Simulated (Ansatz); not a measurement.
Consider SrVO3 (Pm-3m).

The structure is cubic, space group Pm-3m (No. 221). Conventional cell: a = 3.842 Å, b = 3.842 Å, c = 3.842 Å, α = 90.00°, β = 90.00°, γ = 90.00°. Sr has 12 O at 2.72 Å nearest. V has 6 O at 1.92 Å nearest. Nearest to O lie 2 V at 1.92 Å and 4 Sr at 2.72 Å. Farther neighbours and most contacts between anions are not listed.

```yaml
crystal:
  lattice:
    - [0.00000, -3.84200, 0.00000]
    - [0.00000, 0.00000, 3.84200]
    - [-3.84200, 0.00000, 0.00000]
  atoms:
    - { symbol: Sr, position: [0.00000, 0.00000, 0.00000] }
    - { symbol: V, position: [0.50000, 0.50000, 0.50000] }
    - { symbol: O, position: [0.50000, 0.50000, 0.00000] }
    - { symbol: O, position: [0.50000, 0.00000, 0.50000] }
    - { symbol: O, position: [0.00000, 0.50000, 0.50000] }
```

 The program's search for lower electronic states was switched off, so nothing shows that the state found is the lowest. PAW set soft_2, made with PBE.

A constrained-RPA run (Ansatz 0.2.0; non-magnetic LDA; V t2g, bands v1 to c2, 6×6×6 mesh, medium accuracy) builds 3 functions on bands 2.5 eV wide, with 1.0 electrons in the window. The bare on-site interaction is 16.1 eV and the bare J 0.55 eV.

Question: What U and J survive the screening?

On the V t2g shell, U = 3.20 eV (20 % of the bare value), U′ = 2.34 eV, J = 0.41 eV.

The parent state is non-magnetic and the interaction static (zero frequency); U depends on the window and the orbitals, so it belongs to this model alone.

[Paths, hosts, dates, memory and timing lines, banners, echoed tables and standing remarks are left out of the program output.]

[Logs are printed without paths, hosts, clocks, repeated set-up lines and the standing remarks that a program may print on its own settings, such as how far it seeks lower states.]

[Runs of the session that timed out or met a known fault of the program may be left out.]

[Hosts, paths, dates, database ids (printed as entryN), source tags and the programs' standing remarks are cut or masked in the printed files.]
